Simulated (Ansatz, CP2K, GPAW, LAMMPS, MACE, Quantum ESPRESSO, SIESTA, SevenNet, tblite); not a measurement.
# Which run comes nearest? Amorphous 29Ga2O3-71GeO2 (mol %) (86 atoms)

Density of this cell: 3.92 g/cm³. The cell holds 86 atoms: 14 Ga, 17 Ge and 55 O. Cell: a = 10.944 Å, b = 10.944 Å, c = 10.944 Å, α = 90.0°, β = 90.0°, γ = 90.0°. 86 atoms (14 Fe, 17 Ge, 55 O) placed at random at 3.74 g/cm³, melted at 5000 K for 10 ps at fixed volume with the Morse and Coulomb pair potential with partial charges (Pedone, Malavasi, Menziani, Cormack and Segre, J. Phys. Chem. B 110, 11780 (2006)). Quenched from 5000 K to 300 K at 100 K/ps and fixed volume, held 5 ps, then minimised at fixed cell. Then Fe was replaced by Ga and the cell scaled by 1.006 (the potential has no terms for the new elements, so the cell is a start for a DFT relaxation).

Geometry: as built.

The reference, a calculation:

* method: Kohn-Sham DFT, PBE, SSSP efficiency 1.3.0 pseudopotentials, plane waves (Quantum ESPRESSO 7.5); sssp-pbe-1.3.0-efficiency, cutoffs 60/480 Ry, Γ point
* r.m.s. force component: 0.7714 eV/Å
* longest force: 2.305 eV/Å
* pressure: -2.912 GPa
* gap (highest filled to lowest empty level): 1.092 eV
* time: 6.5 min on 4 MPI ranks of Arm Neoverse V2, shared host
* CPU time: 26 min

Runs, in no order:
A. CP2K PBE, SZV-MOLOPT-SR, 600/50 Ry, diagonalisation: Kohn-Sham DFT, PBE, GTH-PBE pseudopotentials, Gaussian and plane waves, SZV-MOLOPT-SR-GTH, diagonalisation
B. CP2K PBE, DZVP-MOLOPT-SR, 600/50 Ry, diagonalisation: Kohn-Sham DFT, PBE, GTH-PBE pseudopotentials, Gaussian and plane waves, DZVP-MOLOPT-SR-GTH, diagonalisation
C. CP2K PBE, DZVP-MOLOPT-SR, 210/50 Ry, diagonalisation: Kohn-Sham DFT, PBE, GTH-PBE pseudopotentials, Gaussian and plane waves, DZVP-MOLOPT-SR-GTH, diagonalisation
D. SIESTA PBE, DZP, shift 0.01 Ry, mesh 500 Ry: Kohn-Sham DFT, PBE, PseudoDojo 0.4.1 norm-conserving pseudopotentials (converted to PSML), numerical atomic orbitals (DZP), diagonalisation
E. MACE MP-0b2 small potential: machine-learned interatomic potential MACE MP-0b2 small, trained on PBE(+U) plane-wave data

Q: Order them from the smallest to the largest r.m.s. force difference.

B, E, D, A, C.

```csv
run,"Δ force, r.m.s. (meV/Å)",share of r.m.s. force (%),CPU time
"B. CP2K PBE, DZVP-MOLOPT-SR, 600/50 Ry, diagonalisation",78.2,10.1,4.3 min
E. MACE MP-0b2 small potential,126,16.3,5.8 s
"D. SIESTA PBE, DZP, shift 0.01 Ry, mesh 500 Ry",300,39.0,5.9 min
"A. CP2K PBE, SZV-MOLOPT-SR, 600/50 Ry, diagonalisation",446,57.8,2.6 min
"C. CP2K PBE, DZVP-MOLOPT-SR, 210/50 Ry, diagonalisation",2248,291,2.9 min
```

Machine-learned potentials mimic data converged in k, so the reference's own k-point error enters their differences. The network of bonds at the start is that of the classical potential that made the cell, and needn't be the one that DFT or experiment would give. The electronic-structure runs sample only Γ, in a cell whose shortest periodic width is 11 Å.

[Logs are printed without paths, hosts, clocks, repeated set-up lines and the standing remarks that a program may print on its own settings, such as how far it seeks lower states.]

[Hosts, paths, dates, database ids (printed as entryN), source tags and the programs' standing remarks are cut or masked in the printed files.]
